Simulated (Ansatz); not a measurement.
# Phonon transport in C (Diamond, Fd-3m), part 2 of 3

Aim: the lattice thermal conductivity of C (Diamond) against temperature, and which phonons carry it.

Experimental results on record:
- thermal conductivity 2200 W/m/K near room temperature (given in “Predicting the lattice thermal conductivity of solids by solving the Boltzmann transport equation: AFLOW - AAPL an automated, accurate and efficient framework”, 2017, arXiv:1611.05481)

Ansatz 0.2.0; DFT LDA, scalar-relativistic, plane waves, PAW; PAW set soft_1.

So far. Step 2 (A first coarse run): The start is under -13 GPa at this level and looks like an insulator or semiconductor on this mesh. Step 5 (Tight relaxation): The residual pressure is -0.0090 GPa, small enough for phonons. The relaxed cell has a = 3.531 Å (conventional setting).

## 6. A cheap rung

A small supercell and a short cutoff cost little, and show how far such settings carry.

input.yaml reads:

```yaml
crystal:
  lattice:
    - [0.0, 1.7657338789, 1.7657338789]
    - [1.7657338789, 0.0, 1.7657338789]
    - [1.7657338789, 1.7657338789, 0.0]
  atoms:
    - { symbol: C, position: [0.0, 0.0, 0.0] }
    - { symbol: C, position: [0.25, 0.25, 0.25] }
kpoints:
  mp_grid: { grid: [12, 12, 12] }
hamiltonian:
  xc: lda
  pseudopotentials: { kind: paw, azcp: { folder: soft_1 }, xc_functional: pbe }
scf:
  occupations: { method: fixed }
  lower_state_search: "off"
output:
  eigenvalues: true
phonons:
  method: fd
  dielectric: false
  supercell: [3, 3, 3]
  temperatures: { t_max: 1000, t_step: 50 }
  qpath:
    path:
      - [[0.0, 0.0, 0.0], [0.5, 0.0, 0.5], [0.5, 0.25, 0.75], [0.375, 0.375, 0.75], [0.0, 0.0, 0.0], [0.5, 0.5, 0.5], [0.625, 0.25, 0.625], [0.5, 0.25, 0.75], [0.5, 0.5, 0.5], [0.375, 0.375, 0.75]]
      - [[0.625, 0.25, 0.625], [0.5, 0.0, 0.5]]
    npoints: 10
  third_order: { supercell: [3, 3, 3], pair_cutoff: 3.078 }
  lattice_thermal_conductivity:
    qmesh: [17, 17, 17]
    temperatures: [100.0, 150.0, 200.0, 300.0, 400.0, 500.0, 600.0, 800.0]
    isotope_mass_variance: [{ species: C, variance: 7.387e-05 }]
```

Run with:

```console
ansatz run input.yaml --threads 18 --pin off --max-ram 92160MiB --backend cuda --events-out ev --progress --plain --runs-dir out --max-vram 78GiB
```

Numbers of over 12 decimals in the logs are rounded to 6 here.

The log of the run:

```text
[...]
Crystal: 54 atoms, lattice volume = 297.283 Å³
Basis set: ecut = 420 eV, 5817 PW (Γ)
Bands: 162, of which v1, the nominal top of the filled ones, is band 108 counted from 1 (107 counted from 0)
Symmetry: 1296 space group operations
k-points: 8 of 64
[...]
SCF iter   1: F=—  HF=-13121.742852 eV  |F-HF|=—  |Δ(HF+E_count)|=         —  Δρ=9.03e-8  dr2=7.15e-12  ethr=1.00e-12  ⟨swp⟩=3.0  Hψ=3046  notcnv=0
[...]
SCF iter   2: F=-13121.742852 eV  HF=-13121.742852 eV  |F-HF|=1.82e-12  |Δ(HF+E_count)|=  3.64e-12  Δρ=4.76e-8  dr2=1.92e-12  ethr=1.00e-12  ⟨swp⟩=2.0  Hψ=2192  notcnv=0
SCF 1 converged in 2 iterations: F = -13121.742852 eV  dr2 = 1.92e-12
[...]
concurrent solve slots: 12 of 18 are kept, ahead of what memory takes: no pass of the eigensolver takes more rounds on 12
[...]
Symmetry: 2 space group operations
k-points: 24 of 64 (time reversal used)
[...]
SCF iter   2: F=—  HF=-13121.742491 eV  |F-HF|=—  |Δ(HF+E_count)|=   1.17e-5  Δρ=6.82e-5  dr2=8.04e-6  ethr=1.90e-8  ⟨swp⟩=2.0  Hψ=4310  notcnv=0  defer=1029
[...]
SCF iter   7: F=-13121.742707 eV  HF=-13121.742707 eV  |F-HF|=0.00e0  |Δ(HF+E_count)|=  1.82e-12  Δρ=2.15e-8  dr2=1.01e-12  ethr=1.00e-12  ⟨swp⟩=5.0  Hψ=12420  notcnv=0
SCF 2 converged in 7 iterations: F = -13121.742707 eV  dr2 = 1.01e-12
[...]
SCF iter   1: F=—  HF=-13121.742889 eV  |F-HF|=—  |Δ(HF+E_count)|=         —  Δρ=1.33e-7  dr2=4.29e-11  ethr=3.87e-8  ⟨swp⟩=3.1  Hψ=7422  notcnv=0  defer=400
[...]
SCF iter   2: F=—  HF=-13121.742852 eV  |F-HF|=—  |Δ(HF+E_count)|=   3.72e-5  Δρ=7.46e-8  dr2=8.93e-12  ethr=1.00e-12  ⟨swp⟩=6.0  Hψ=4303  notcnv=0
SCF iter   3: F=-13121.742852 eV  HF=-13121.742852 eV  |F-HF|=5.46e-12  |Δ(HF+E_count)|=  1.82e-12  Δρ=5.30e-8  dr2=4.41e-12  ethr=1.00e-12  ⟨swp⟩=1.0  Hψ=2246  notcnv=0
SCF 3 converged in 3 iterations: F = -13121.742852 eV  dr2 = 4.41e-12
[...]
SCF iter   1: F=—  HF=-13121.742611 eV  |F-HF|=—  |Δ(HF+E_count)|=         —  Δρ=8.51e-8  dr2=1.32e-11  ethr=4.43e-8  ⟨swp⟩=3.0  Hψ=12117  notcnv=0  defer=654
[...]
SCF 4 converged in 3 iterations: F = -13121.742852 eV  dr2 = 8.09e-12
[...]
SCF 78 converged in 7 iterations: F = -13121.701569 eV  dr2 = 2.96e-10
SCF converged after 2 iterations
[...]
--- Phonons: 1 displaced member + reference (amplitude 0.0025 Å, Σ member SCF iterations 7) ---
  symmetry images taken by strict's conditions (phonons.symmetry_images: auto; settled by the asymmetry read); asymmetry of the core-correction force 1.9e-7 eV/Å at the most on a site, 8.9e-6 eV/Å summed over every site of the supercell
  ASR residual: 1.882e-4 → 0.000e0 eV/Å²; symmetrization residual: 8.701e-6 eV/Å²
  largest component of a force at the reference: 4.6e-17 eV/Å
  ASR residual per site (eV/Å²): 1.88e-4 1.88e-4
  Γ frequencies (cm⁻¹): 0.00 0.00 0.00 1322.60 1322.60 1322.60
  density of states and harmonic sums: on the 30×30×30 q-mesh, interpolated from the force constants of a 3×3×3 supercell (no non-analytic term)
  largest difference from the sums on the solved wave vectors: F 9.04e-3 eV, S 1.86e-5 and C_V 9.56e-6 eV/K
  zero-point energy: 0.367275 eV/cell   skipped modes (ω ≤ 0): 3   left out of the sums: 1.85e-5 of the cell's modes: C_V's classical limit lies that fraction below 3 k_B per atom; for a crystal, a wire or a layer, F and S can be off by more, and a phonons.interpolated_qmesh denser along its periods is the remedy for the sampling
--- Third-order force constants: 74 member SCFs in a 3×3×3 supercell (pair cutoff 3.078 Å, amplitude 0.03 Å, SCF threshold 1.00e-9 eV, Σ member SCF iterations 518) ---
[...]
sum-rule residual: 5.974e-1 → 9.865e-14 eV/Å³; symmetrization residual: 1.228e-1 eV/Å³; largest sum-rule correction relative to its orbit: 1.300e-1, on the orbit of the block of home site 0 with site 1 of cell (-1, -1, 0) and site 1 of cell (-1, -1, 0), whose norm before the correction was 1.066e0 eV/Å³
--- Lattice thermal conductivity: 17×17×17 mesh (165 irreducible points), tetrahedron method ---
  three-phonon and isotope scattering only; four-phonon, boundary and, in a metal, phonon-electron scattering are left out
  each conductivity is what the modes' populations carry and what the coherences between them add
  conductivity (a third of the tensor's trace), W/(m K), in the relaxation-time approximation and from the full solution:
       T (K)   relaxation time   full solution  iterations             ending  least Ritz value
      100.00        26543.6226      30048.4586           7          converged          6.454e-1
      150.00        11932.6303      13934.5287           7          converged          5.565e-1
      200.00         5662.5156       6720.5086           8          converged          5.347e-1
      300.00         2408.9822       2925.3969           8          converged          5.289e-1
      400.00         1602.0148       1960.5569           8          converged          5.205e-1
      500.00         1246.0933       1524.5816           8          converged          5.106e-1
      600.00         1037.0579       1265.5331           8          converged          5.011e-1
      800.00          789.9677        958.9201           9          converged          4.850e-1
```

Wall time 41 s (1 × NVIDIA GB200 with 18 threads of Arm Neoverse V2, shared host); peak memory 1.5 GiB.

Numbers from this step:

| Quantity | Value |
| --- | --- |
| Γ frequencies | 0, 0, 0, 1323, 1323, 1323 cm⁻¹ (negative: imaginary) |
| lowest frequency on the path | 0 cm⁻¹ |
| zero-point energy | 0.3673 eV/cell |
| point group | m-3m |
| highest frequency | 1344 cm⁻¹ |
| Debye temperature from the second moment | 1904 K |
| κ at 300 K (relaxation time) | 2409 W/m/K |
| κ at 300 K (full solution) | 2925 W/m/K |
| dipole term | none |
| mean free path at half of κ | 785 nm |
| share of κ above the three lowest branches | 0.006 |
| third-order blocks | 842 |
| periodic aliases dropped | 168 |
| largest relative sum-rule correction | 0.1300 |
| displaced cells, third order | 74 |

W/m/K. Kappa, by row:

```tsv
T (K)	RTA xx	RTA yy	RTA zz	full xx	full yy	full zz	coherence part xx	coherence part yy	coherence part zz	ending	iterations	least Ritz value
100	26540	26540	26540	30050	30050	30050	0.001043	0.001043	0.001043	converged	7	0.645
150	11930	11930	11930	13930	13930	13930	0.00636	0.00636	0.00636	converged	7	0.556
200	5663	5663	5663	6721	6721	6721	0.02274	0.02274	0.02274	converged	8	0.535
300	2409	2409	2409	2925	2925	2925	0.1052	0.1052	0.1052	converged	8	0.529
400	1602	1602	1602	1961	1961	1961	0.2034	0.2034	0.2034	converged	8	0.521
500	1246	1246	1246	1525	1525	1525	0.2611	0.2611	0.2611	converged	8	0.511
600	1037	1037	1037	1266	1266	1266	0.2852	0.2852	0.2852	converged	8	0.501
800	790	790	790	958.9	958.9	958.9	0.2982	0.2982	0.2982	converged	9	0.485
```

This rung gives 2409 W/(m K) at 300 K by relaxation time, but with 54 atoms, 3 neighbour distances inside the cutoff and a 17×17×17 mesh it is a test, not the conductivity of the crystal.

## 7. Third-order constants and the Boltzmann equation, third order supercell 4×4×4, atoms in the supercell 128

Pairs of atoms inside the cutoff are displaced in a supercell, the forces give the cubic constants, and these give the three-phonon rates of the Boltzmann equation.

input.yaml, as its differences from that of step 6:

```diff
@@ -21,3 +21,3 @@
   dielectric: false
-  supercell: [3, 3, 3]
+  supercell: [4, 4, 4]
   temperatures: { t_max: 1000, t_step: 50 }
@@ -28,6 +28,7 @@
     npoints: 10
-  third_order: { supercell: [3, 3, 3], pair_cutoff: 3.078 }
+  third_order: { supercell: [4, 4, 4], pair_cutoff: 3.078 }
   lattice_thermal_conductivity:
-    qmesh: [17, 17, 17]
+    qmesh: [29, 29, 29]
     temperatures: [100.0, 150.0, 200.0, 300.0, 400.0, 500.0, 600.0, 800.0]
     isotope_mass_variance: [{ species: C, variance: 7.387e-05 }]
+    solution: relaxation_time
```

The log of the run:

```text
[...]
Crystal: 128 atoms, lattice volume = 704.670 Å³
Basis set: ecut = 420 eV, 13803 PW (Γ)
Bands: 384, of which v1, the nominal top of the filled ones, is band 256 counted from 1 (255 counted from 0)
Symmetry: 3072 space group operations
k-points: 4 of 27
[...]
SCF iter   1: F=—  HF=-31103.390463 eV  |F-HF|=—  |Δ(HF+E_count)|=         —  Δρ=9.01e-8  dr2=1.68e-11  ethr=1.00e-12  ⟨swp⟩=3.0  Hψ=3557  notcnv=0
[...]
SCF iter   2: F=-31103.390463 eV  HF=-31103.390463 eV  |F-HF|=3.64e-12  |Δ(HF+E_count)|=  1.46e-11  Δρ=4.77e-8  dr2=4.57e-12  ethr=1.00e-12  ⟨swp⟩=2.0  Hψ=2576  notcnv=0
SCF 1 converged in 2 iterations: F = -31103.390463 eV  dr2 = 4.57e-12
[...]
Symmetry: 2 space group operations
k-points: 10 of 27 (time reversal used)
[...]
SCF iter   2: F=—  HF=-31103.390321 eV  |F-HF|=—  |Δ(HF+E_count)|=   1.21e-5  Δρ=4.42e-5  dr2=8.00e-6  ethr=8.05e-9  ⟨swp⟩=2.0  Hψ=4351  notcnv=0  defer=904
[...]
SCF iter   7: F=-31103.390318 eV  HF=-31103.390318 eV  |F-HF|=1.09e-11  |Δ(HF+E_count)|=  1.09e-11  Δρ=1.99e-8  dr2=2.23e-12  ethr=1.00e-12  ⟨swp⟩=5.0  Hψ=12304  notcnv=0
SCF 2 converged in 7 iterations: F = -31103.390318 eV  dr2 = 2.23e-12
[...]
SCF iter   1: F=—  HF=-31103.389844 eV  |F-HF|=—  |Δ(HF+E_count)|=         —  Δρ=1.15e-7  dr2=5.78e-11  ethr=3.99e-8  ⟨swp⟩=3.0  Hψ=8677  notcnv=0  defer=498
[...]
SCF iter   2: F=—  HF=-31103.390463 eV  |F-HF|=—  |Δ(HF+E_count)|=   6.19e-4  Δρ=8.13e-8  dr2=1.70e-11  ethr=1.00e-12  ⟨swp⟩=5.5  Hψ=5206  notcnv=0
SCF iter   3: F=-31103.390463 eV  HF=-31103.390463 eV  |F-HF|=0.00e0  |Δ(HF+E_count)|=  2.91e-11  Δρ=5.90e-8  dr2=8.96e-12  ethr=1.00e-12  ⟨swp⟩=1.0  Hψ=2609  notcnv=0
SCF 3 converged in 3 iterations: F = -31103.390463 eV  dr2 = 8.96e-12
[...]
SCF iter   1: F=—  HF=-31103.389824 eV  |F-HF|=—  |Δ(HF+E_count)|=         —  Δρ=8.54e-8  dr2=2.89e-11  ethr=3.98e-8  ⟨swp⟩=3.0  Hψ=13020  notcnv=0  defer=749
[...]
SCF 4 converged in 3 iterations: F = -31103.390463 eV  dr2 = 1.62e-11
[...]
ASR residual: 1.723e-4 → 0.000e0 eV/Å²; symmetrization residual: 7.522e-6 eV/Å²
  largest component of a force at the reference: 1.7e-17 eV/Å
  ASR residual per site (eV/Å²): 1.72e-4 1.72e-4
  Γ frequencies (cm⁻¹): 0.00 0.00 0.00 1322.60 1322.60 1322.60
[...]
842 force-constant blocks with the first atom in the home cell, fitted with 95 parameters over 10 symmetry orbits; no atom triplet left out
[...]
T (K)   relaxation time
      100.00        26384.6094
      150.00        11109.1380
      200.00         5282.8686
      300.00         2279.8248
      400.00         1534.2025
      500.00         1202.1042
      600.00         1004.8059
      800.00          768.6797
```

Run time: 80 s. Hardware: 1 × NVIDIA GB200 with 18 threads; peak memory 2.3 GiB.

This step gave:

| Item | Value |
| --- | --- |
| zero-point energy | 0.3674 eV/cell |
| highest frequency | 1343 cm⁻¹ |
| Debye temperature from the second moment | 1903 K |
| κ at 300 K (relaxation time) | 2280 W/m/K |
| mean free path at half of κ | 684 nm |
| periodic aliases dropped | 0 |
| largest relative sum-rule correction | 0.09506 |

No LO-TO term. The phonon branches at the labelled points (cm⁻¹):

```tsv
point	branch 1	branch 2	branch 3	branch 4	branch 5	branch 6
Γ	0	0	0	1323	1323	1323
halfway	538	538	761	1226	1226	1343
X	789	789	1097	1097	1219	1219
halfway	842	842	1072	1072	1201	1201
W	925	925	1015	1015	1186	1186
halfway	818	973	1021	1040	1150	1229
K	760	983	1023	1079	1113	1255
halfway	503	606	752	1235	1267	1303
Γ	0	0	0	1323	1323	1323
halfway	412	412	706	1270	1270	1332
L	551	551	1076	1230	1230	1266
halfway	645	751	1049	1180	1183	1253
U	760	983	1023	1079	1113	1255
halfway	818	973	1021	1040	1150	1229
W	925	925	1015	1015	1186	1186
halfway	686	787	1044	1140	1203	1239
L	551	551	1076	1230	1230	1266
halfway	645	751	1049	1180	1183	1253
K	760	983	1023	1079	1113	1255
jump to U	760	983	1023	1079	1113	1255
halfway	783	848	1074	1100	1181	1233
X	789	789	1097	1097	1219	1219
```

The phonon branches as a text plot (rows in cm⁻¹):

```
   1315 |*******             ************
   1259 |   *   *       *******      ************    ***********
   1203 |    **  *******   **             ***    ***********   **
   1147 |      **      ** **                 ** ** * *      ***
   1091 |       ****    ***               **  **    *  ***   ****
   1035 |           ******               *  ***********   *****
    979 |      *       ****             *      ***           *
    923 |            **    *           *      *   ***         *
    867 |     *     *                        *   *          *  *
    811 |        ***   *   **                   *  ***          *
    755 |    *  *       ***  *              * **           * ***
    699 |      *            *         *      *       *    * *
    644 |   * *            *  *            **         *    *
    588 |                   **       *    **          ** **
    532 |    *                 *       ****             *
    476 |  *                 **
    420 |   *                 *     * *
    364 |  *                   **    *
    308 | *                    *
    252 | *                     *   *
    196 |                       **
    140 |*                       * *
     84 |                        * *
     28 |                         *
         Γ       X    W  K        Γ      L     U  W     L   K|U X
```

The lattice thermal conductivity, RTA xx by temperature:

```tsv
temperature (K)	lattice thermal conductivity, RTA xx (W/m/K)
100	26380
150	11110
200	5283
300	2280
400	1534
500	1202
600	1005
800	769
```

Phonopy on the run's constants, 21x21x21 mesh, Gaussian sigma 10.0 cm⁻¹. Modes, C against wavenumber; read off at these points:

wavenumber (cm⁻¹), modes, C (1/cm⁻¹/cell) and a bar:
```
      0.0     0.0000 
     50.0     0.0000 
    100.0     0.0001 
    150.0     0.0001 
    200.0     0.0001 
    250.0     0.0004 #
    300.0     0.0004 #
    350.0     0.0008 #
    400.0     0.0013 ##
    450.0     0.0016 ##
    500.0     0.0019 ##
    550.0     0.0039 #####
    600.0     0.0047 ######
    650.0     0.0048 ######
    700.0     0.0053 #######
    750.0     0.0059 #######
    766.8     0.0064 ########
    800.0     0.0058 #######
    850.0     0.0046 ######
    900.0     0.0043 #####
    950.0     0.0046 ######
   1000.0     0.0060 ########
   1022.8     0.0074 #########
   1050.0     0.0054 #######
   1100.0     0.0048 ######
   1150.0     0.0091 ###########
   1200.0     0.0128 ################
   1243.5     0.0238 ##############################
   1250.0     0.0235 ##############################
   1300.0     0.0078 ##########
   1350.0     0.0013 ##
```

Distinct triplets, nearest first. Third order norms, by row:

```tsv
sites	side 1 (Å)	side 2 (Å)	side 3 (Å)	norm of the 27 components (eV/Å³)
C-C-C	0	0	0	258.3
C-C-C	0	1.53	1.53	121.7
C-C-C	1.53	1.53	2.5	3.182
C-C-C	0	2.5	2.5	7.875
C-C-C	2.5	2.5	2.5	1.154
C-C-C	2.5	2.5	2.5	0.399
C-C-C	1.53	2.5	2.93	0.608
C-C-C	0	2.93	2.93	1.005
C-C-C	2.5	2.93	2.93	0.075
C-C-C	2.5	2.93	2.93	0.124
```

RTA, 300 K. Kappa by branch, by row:

```tsv
branch (by rank)	mean frequency (THz)	mean rms speed (km/s)	median lifetime (ps)	share of kappa
1	19.05	6.69	52.8	0.485
2	21.49	9.04	34.4	0.309
3	27.55	7.35	14	0.199
4	35.08	3.57	7.52	0.004
5	36.32	2.89	5.43	0.001
6	38.18	2.25	4.29	0
```

The spectral kappa at 300 K, relaxation time (W/m/K/THz) by frequency; read off at these points:

```tsv
frequency (THz)	spectral kappa at 300 K, relaxation time (W/m/K/THz)
0.5	0
1.5	54.1
2.5	12.1
3.5	284
4.5	64.3
6.5	104
8.5	93.3
10.5	102
11.5	89.6
13.5	94.3
14.5	109
15.5	97.1
17.5	103
19.5	92.4
21.5	72.4
23.5	50.7
25.5	36.7
27.5	19.6
29.5	9.02
30.5	6.42
32.5	2.98
34.5	1.99
36.5	1.32
38.5	0.537
40.5	0.00327
```

[end of part 2 of 3]

[Logs are printed without paths, hosts, clocks, repeated set-up lines and the standing remarks that a program may print on its own settings, such as how far it seeks lower states.]

[Hosts, paths, dates, database ids (printed as entryN), source tags and the programs' standing remarks are cut or masked in the printed files.]

[A step with changed settings may run another functional than the one named; its input shows which.]
